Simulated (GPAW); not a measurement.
A computed Ag L₃-edge spectrum of one site in a crystal of Ag. Method: GPAW, RPBE, excited-electron core hole (neutral cell) in a small cell, dipole transitions, broadening that rises with energy.

Energy from the lowest empty level; intensity scaled to a mean of 1 over the first 20 eV:

| E (eV) | intensity |
| --- | --- |
| -2.0 | 0.01 |
| -1.0 | 0.07 |
| 0.0 | 0.24 |
| 1.0 | 0.43 |
| 2.0 | 0.53 |
| 3.0 | 0.67 |
| 4.0 | 0.80 |
| 5.0 | 0.86 |
| 6.0 | 0.95 |
| 7.0 | 1.08 |
| 8.0 | 1.19 |
| 9.0 | 1.23 |
| 10.0 | 1.23 |
| 11.0 | 1.19 |
| 12.0 | 1.11 |
| 13.0 | 1.04 |
| 14.0 | 1.02 |
| 15.0 | 1.11 |
| 16.0 | 1.28 |
| 17.0 | 1.36 |
| 18.0 | 1.24 |
| 19.0 | 1.01 |
| 20.0 | 0.91 |
| 21.0 | 1.05 |
| 22.0 | 1.33 |
| 23.0 | 1.56 |
| 24.0 | 1.64 |
| 25.0 | 1.60 |
| 26.0 | 1.48 |
| 27.0 | 1.33 |
| 28.0 | 1.19 |
| 29.0 | 1.12 |
| 30.0 | 1.12 |
| 31.0 | 1.15 |
| 32.0 | 1.18 |

What surroundings does the absorber have?

At an L edge the dipole rule selects empty d and s states; the absorber's d shell is nominally full, so the onset shows only d character mixed into the empty bands. It is atom 1 of Ag (Silver, Fm-3m), with 12 Ag at 2.89 Å (cuboctahedral, site symmetry m-3m). Its main maxima below 30 eV lie at 9.4 eV (1.23), 17.0 eV (1.36) and 24.0 eV (1.64). A near-edge spectrum doesn't fix the structure by itself; it is matched against candidates. Only the L₃ part is meant: spin–orbit coupling of the core level isn't computed and the L₂ copy isn't added. The script folds with a Gaussian, whereas the core hole's own line is a Lorentzian, so the onset is too steep and the first peak too high. The holes are only 5.8 Å apart, so the shape is probably not converged with cell size; no larger cell was run here. Lifetime broadening is put in by hand, and intensities beyond about 20 eV depend on it and on the partial waves. The structure is a published determination, not relaxed.

[Hosts, paths, dates, database ids (printed as entryN), source tags and the programs' standing remarks are cut or masked in the printed files.]

[Lists of maxima count a maximum above −3 eV only where it reaches 4 % of the highest in the window and stands out from its surroundings by 2 % of it (1.5 % where it reaches 55 %); shoulders and weaker maxima are passed over, and of the rest the first, up to two pre-edge ones and the few strongest are named.]
